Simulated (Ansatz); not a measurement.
# S on Mg(0001): change of the work function, part 3 of 3

How does S on the fcc site change the work function of Mg(0001) as the layer fills?

Ansatz 0.2.0; plane-wave DFT, PBE, Ansatz PAW.

So far, work function, upper face (eV): step 2 (the clean slab) 3.79; step 3 (17 atoms, coverage 0.25 ML, cell 2x2) 4.80.

### Step 4. The covered slab, k-mesh 12×12×1, coverage 1 ML

System of this step: S/Mg(0001). The cell holds 5 atoms: 4 Mg and 1 S. Its edges and angles: a = 3.210 Å, b = 3.210 Å, c = 27.576 Å, α = 90.0°, β = 90.0°, γ = 60.0°. Vacuum lies along c.

Another coverage, to see how the dipoles act on each other as their distance changes.

File input.yaml:

```yaml
crystal:
  lattice:
    - [3.21, 0.0, 0.0]
    - [1.605, 2.7799415461, 0.0]
    - [0.0, 0.0, 27.5760900367]
  atoms:
    - { symbol: Mg, position: [0.6666666667, 0.6666666667, 0.3263696916] }
    - { symbol: Mg, position: [0.0, 0.0, 0.4208907058] }
    - { symbol: Mg, position: [0.6666666667, 0.6666666667, 0.5155965703] }
    - { symbol: Mg, position: [0.0, 0.0, 0.6109730104] }
    - { symbol: S, position: [0.3333333333, 0.3333333333, 0.6736303084] }
kpoints:
  mp_grid: { grid: [12, 12, 1] }
hamiltonian:
  xc: pbe
scf:
  occupations: { method: fermi_dirac, width: 0.1 }
  convergence: { dr2_threshold: 1.0e-08 }
efield:
  axis: 3
  dipole_correction: true
  ramp_position: 0.97
  ramp_width: 0.06
relax:
  f_tol: 0.02
  max_steps: 60
  constraints: [{ sites: [0, 1] }]
output:
  write_potential: true
  write_density: true
  volumetric_format: npy
```

Started as:

```bash
> ansatz run input.yaml --threads 2 --pin off --max-ram 3072MiB --backend cpu --events-out ev --progress --plain --runs-dir out
```

Numbers of over 12 decimals in the logs are rounded to 6 here.

What it wrote:

```text
[...]
Crystal: 5 atoms, lattice volume = 246.078 Å³
Basis set: ecut = 420 eV, 4881 PW (Γ), exchange–correlation on 48×48×384 points (8 copies of the dense FFT grid, shifted against one another)
Bands: 28, of which v1, the nominal top of the filled ones, is band 23 counted from 1 (22 counted from 0)
Symmetry: 6 space group operations
[...]
k-points: 19 of 144 (time reversal used)
[...]
SCF iter   1: F=—  HF=-8597.407503 eV  |F-HF|=—  |Δ(HF+E_count)|=         —  Δρ=7.09e-3  dr2=4.08e0  ethr=1.77e-3  p=-0.136 e·Å  D=-9.97e-2 V/Å  ΔV_dip=2.75 eV  dr2_dipole=2.14e0  V_vac-E_F(+/−)=6.31/3.56 eV  ⟨swp⟩=10.8  Hψ=3010  notcnv=0
[...]
SCF iter   8: F=-8597.326725 eV  HF=-8597.326725 eV  |F-HF|=1.56e-9  |Δ(HF+E_count)|=   2.03e-8  Δρ=3.81e-7  dr2=5.06e-10  ethr=2.17e-11  p=-0.119 e·Å  D=-8.75e-2 V/Å  ΔV_dip=2.41 eV  dr2_dipole=1.09e-11  V_vac-E_F(+/−)=6.16/3.75 eV  ⟨swp⟩=9.2  Hψ=3226  notcnv=0
SCF 1 converged in 8 iterations: F = -8597.326725 eV  dr2 = 5.06e-10
[...]
relax step   1: F+E_penalty+E_count = -8597.32672500 eV  Δ(F+E_penalty+E_count) = +0.000e0 eV  max|allowed force component| = 8.405e-1 eV/Å  Δτ_max = 0.0000 Å  (8 SCF iters, accepted)
[...]
SCF iter   8: F=-8597.391251 eV  HF=-8597.391251 eV  |F-HF|=1.87e-9  |Δ(HF+E_count)|=   2.75e-8  Δρ=4.18e-7  dr2=8.50e-10  ethr=2.17e-11  p=-0.119 e·Å  D=-8.78e-2 V/Å  ΔV_dip=2.42 eV  dr2_dipole=8.04e-11  V_vac-E_F(+/−)=6.17/3.75 eV  ⟨swp⟩=8.8  Hψ=3568  notcnv=0
SCF 2 converged in 8 iterations: F = -8597.391251 eV  dr2 = 8.50e-10
[...]
relax step   2: F+E_penalty+E_count = -8597.39125064 eV  Δ(F+E_penalty+E_count) = -6.453e-2 eV  max|allowed force component| = 4.544e-1 eV/Å  Δτ_max = 0.0819 Å  (8 SCF iters, accepted)
[...]
SCF iter   1: F=—  HF=-8597.424237 eV  |F-HF|=—  |Δ(HF+E_count)|=         —  Δρ=3.28e-3  dr2=3.08e-1  ethr=6.13e-4  p=-0.119 e·Å  D=-8.78e-2 V/Å  ΔV_dip=2.42 eV  dr2_dipole=1.13e-1  V_vac-E_F(+/−)=6.21/3.79 eV  ⟨swp⟩=1.0  Hψ=1978  notcnv=0
[...]
eigensolver tolerance schedule calibrated: the retry pair's looser diagonalisation under-reported the residual by θ = 0.09 (0.12/decade); ethr = c·dr2/N_el runs at the constant in force after the calibration composes with the one it found (an armed cap, an earlier calibration), c = 6.7e-2
[...]
SCF iter   2: F=—  HF=-8597.412474 eV  |F-HF|=—  |Δ(HF+E_count)|=   1.18e-2  Δρ=9.56e-4  dr2=8.87e-3  ethr=4.49e-4  p=-0.115 e·Å  D=-8.48e-2 V/Å  ΔV_dip=2.34 eV  dr2_dipole=2.22e-3  V_vac-E_F(+/−)=6.09/3.75 eV  ⟨swp⟩=2.0  Hψ=618  notcnv=0
[...]
SCF iter   7: F=-8597.411465 eV  HF=-8597.411465 eV  |F-HF|=4.37e-11  |Δ(HF+E_count)|=   5.58e-8  Δρ=9.76e-7  dr2=6.47e-9  ethr=1.46e-11  p=-0.119 e·Å  D=-8.77e-2 V/Å  ΔV_dip=2.42 eV  dr2_dipole=1.79e-9  V_vac-E_F(+/−)=6.17/3.75 eV  ⟨swp⟩=8.6  Hψ=3656  notcnv=0
SCF 3 converged in 7 iterations: F = -8597.411465 eV  dr2 = 6.47e-9
relax step   3: F+E_penalty+E_count = -8597.41146544 eV  Δ(F+E_penalty+E_count) = -2.021e-2 eV  max|allowed force component| = 4.552e-2 eV/Å  Δτ_max = 0.0671 Å  (7 SCF iters, accepted)
SCF iter   1: F=—  HF=-8597.411746 eV  |F-HF|=—  |Δ(HF+E_count)|=         —  Δρ=2.46e-4  dr2=1.31e-3  ethr=6.63e-5  p=-0.119 e·Å  D=-8.77e-2 V/Å  ΔV_dip=2.42 eV  dr2_dipole=4.44e-4  V_vac-E_F(+/−)=6.17/3.75 eV  ⟨swp⟩=2.0  Hψ=978  notcnv=0
[...]
SCF iter   6: F=-8597.411659 eV  HF=-8597.411659 eV  |F-HF|=1.99e-9  |Δ(HF+E_count)|=   2.70e-8  Δρ=4.34e-7  dr2=1.03e-9  ethr=2.17e-11  p=-0.119 e·Å  D=-8.78e-2 V/Å  ΔV_dip=2.42 eV  dr2_dipole=2.95e-11  V_vac-E_F(+/−)=6.17/3.75 eV  ⟨swp⟩=9.5  Hψ=3172  notcnv=0
SCF 4 converged in 6 iterations: F = -8597.411659 eV  dr2 = 1.03e-9
relax step   4: F+E_penalty+E_count = -8597.41165875 eV  Δ(F+E_penalty+E_count) = -1.933e-4 eV  max|allowed force component| = 2.567e-3 eV/Å  Δτ_max = 0.0050 Å  (6 SCF iters, accepted)
[...]
SCF converged after 6 iterations
Free energy (F): -8597.411659 eV
[...]
Internal energy: -8597.323064 eV  (E = F + TS)
E sigma→0 (E₀):  -8597.367361 eV
Entropy (-TS):   -0.088595 eV (-17.719 meV/atom)
Fermi energy:    -0.236444 eV
Dipole field:    D = -0.087768 V/Å  (p = -0.119357 e·Å, saw-weighted, corrected)
Work function:   Φ+ = 6.1700 eV   Φ− = 3.7497 eV
[...]
--- Forces (eV/Å), atoms counted from 1 ---
  atom   1  Mg    -0.00000000     0.00000000    -0.01376123
  atom   2  Mg     0.00000000    -0.00000000     0.01477754
  atom   3  Mg    -0.00000000     0.00000000    -0.00238596
  atom   4  Mg     0.00000000    -0.00000000    -0.00120342
  atom   5  S     -0.00000000     0.00000000     0.00256685
  max |Σ_I F_I| component: 6.22e-6 eV/Å
--- Band table (eV; the first three rows and the last of 19) ---
  k-point 0: bands = [... 19 lower, -4.7016, -3.2391, -1.5326, 0.6932, 0.6932, 0.8411, 2.8036, 3.8655, ... 1 higher]
  k-point 1: bands = [... 19 lower, -4.5822, -3.1242, -1.4204, 0.1628, 0.5805, 0.9722, 2.9310, 3.9943, ... 1 higher]
  k-point 2: bands = [... 19 lower, -4.2303, -2.7845, -1.1667, -0.9340, 0.2970, 1.3182, 3.2970, 4.3663, ... 1 higher]
  k-point 18: bands = [... 19 lower, -2.1019, -0.4813, -0.4402, -0.4209, 0.2260, 0.6016, 0.8855, 2.1627, ... 1 higher]
--- Relaxed structure (4 steps of the walk, 4 accepted, 0 SCFs on fresh bases) ---
  F+E_penalty+E_count = -8597.41165875 eV   max|allowed force component| = 2.567e-3 eV/Å
  atoms:
    - { symbol: Mg, position: [0.666667, 0.666667, 0.326370] }
    - { symbol: Mg, position: [-1.850371707762447e-17, -1.850371707762447e-17, 0.4208907058] }
    - { symbol: Mg, position: [0.666667, 0.666667, 0.515183] }
[...]
- { symbol: S, position: [0.333333, 0.333333, 0.669672] }
```

It took 19 s on 2 threads of Arm Neoverse V1, shared host; peak memory 0.46 GiB.

Step by step:

```
step  energy less that of the first step (eV)  largest force component (eV/Å)
   1                                   0.0000                          0.8405
   2                                  -0.0645                          0.4544
   3                                  -0.0847                          0.0455
   4                                  -0.0849                          0.0026
```

Forces are held to the 6 operations that the run works with; a distortion that breaks them can't arise in this run.

The atoms that moved most (Å):

```
atom     dx     dy      dz  length
  S5  0.000  0.000  -0.109   0.109
 Mg4  0.000  0.000   0.083   0.083
 Mg3  0.000  0.000  -0.011   0.011
```

Final coordinates:

```xyz
5
Lattice="3.2100 0.0000 0.0000 1.6050 2.7799 0.0000 0.0000 0.0000 27.5761" Properties=species:S:1:pos:R:3
Mg    3.2100    1.8533    9.0000
Mg    0.0000    0.0000   11.6065
Mg    3.2100    1.8533   14.2067
Mg    0.0000    0.0000   16.9315
S     1.6050    0.9266   18.4669
```

Numbers from this step:

```yaml
energy_at_zero_smearing: -8597.3674 eV
work_function_upper_face: 6.170 eV
work_function_lower_face: 3.750 eV
dipole_along_the_normal: -0.1194 e·Å
step_between_the_vacuum_levels: 2.420 eV
```

Running mean over 2.60652 Å of the planar mean; the ramp of the sawtooth is left out. The electron's electrostatic potential energy less the Fermi level by z:

z (Å), electron's electrostatic potential energy less the Fermi level (eV) and a bar from the least value:
```
      3.5       3.75 ########################
      4.0       3.75 ########################
      4.5       3.74 ########################
      5.0       3.73 ########################
      5.5       3.70 ########################
      6.0       3.60 ########################
      6.5       3.32 #######################
      7.0       2.58 #####################
      7.5       0.68 #################
      8.0      -2.08 ##########
      8.5      -3.56 #######
      9.0      -3.99 ######
      9.5      -4.03 ######
     10.0      -4.00 ######
     10.5      -4.00 ######
     11.0      -4.00 ######
     11.5      -4.00 ######
     12.0      -4.01 ######
     12.5      -4.04 ######
     13.0      -4.06 ######
     13.5      -4.04 ######
     14.0      -4.01 ######
     14.5      -3.95 ######
     15.0      -3.78 ######
     15.5      -3.44 #######
     16.0      -3.59 #######
     16.5      -4.03 ######
     17.0      -5.32 ###
     17.5      -6.52 
     18.0      -5.68 ##
     18.5      -2.82 #########
     19.0      -0.73 ##############
     19.5       1.39 ###################
     20.0       3.84 ########################
     20.5       5.57 #############################
     21.0       6.05 ##############################
     21.5       6.15 ##############################
     22.0       6.17 ##############################
     22.5       6.17 ##############################
     23.0       6.17 ##############################
     23.5       6.17 ##############################
     24.0       6.17 ##############################
```

The relaxation took 4 steps and lowered the energy by 0.085 eV; the largest force on the free atoms ends at 0.0026 eV/Å.

The covered face has 6.17 eV, +2.38 eV against the clean one; the bare back face has moved by -0.04 eV, a measure of how thin the slab is.

### Step 5. Work function against coverage

This step: plane-wave DFT, PBE, Ansatz PAW; work function against coverage (Ansatz 0.2.0).

The runs are now put side by side.

This step gave:

- work function of the clean face: 3.787 eV
- largest change of the work function: 2.383 eV

The work function of the covered face by coverage:

```
coverage (adsorbates/nm²)  work function of the covered face (eV)
                     0.00                                    3.79
                     2.80                                    4.80
                    11.21                                    6.17
```

The dipole per adsorbate comes from the change of the cell's dipole. Coverage, by row:

```
coverage (1/nm²)  coverage (ML)  work function (eV)  change (eV)  dipole per adsorbate, positive end outwards (debye)  mean height of the added atoms over the highest substrate atom (Å)
           2.802           0.25               4.799        1.012                                               -0.998                                                               1.522
           11.21              1                6.17        2.383                                               -0.574                                                               1.535
```

### Step 6. Results

| Item | Value |
| --- | --- |
| work function of the clean face | 3.79 eV |
| work function at 0.25 ML | 4.80 eV |
| work function at 1 ML | 6.17 eV |
| dipole per adsorbate at 0.25 ML, positive end outwards | -1.00 D |

S raises the work function of Mg(0001) at the lowest coverage, by 1.01 eV: the adsorbate layer has its negative end outwards. The slab has 4 layers, at the tabulated experimental lattice constant, one starting site was run, and quantum-size effects of a slab this thin can reach one or two tenths of an eV.

[Logs are printed without paths, hosts, clocks, repeated set-up lines and the standing remarks that a program may print on its own settings, such as how far it seeks lower states.]

[Hosts, paths, dates, database ids (printed as entryN), source tags and the programs' standing remarks are cut or masked in the printed files.]

[Maps of the electrostatic potential energy from Ansatz leave out the sawtooth potential of an applied field or a dipole correction, so their vacuum need not be flat; planar profiles and work functions include it.]
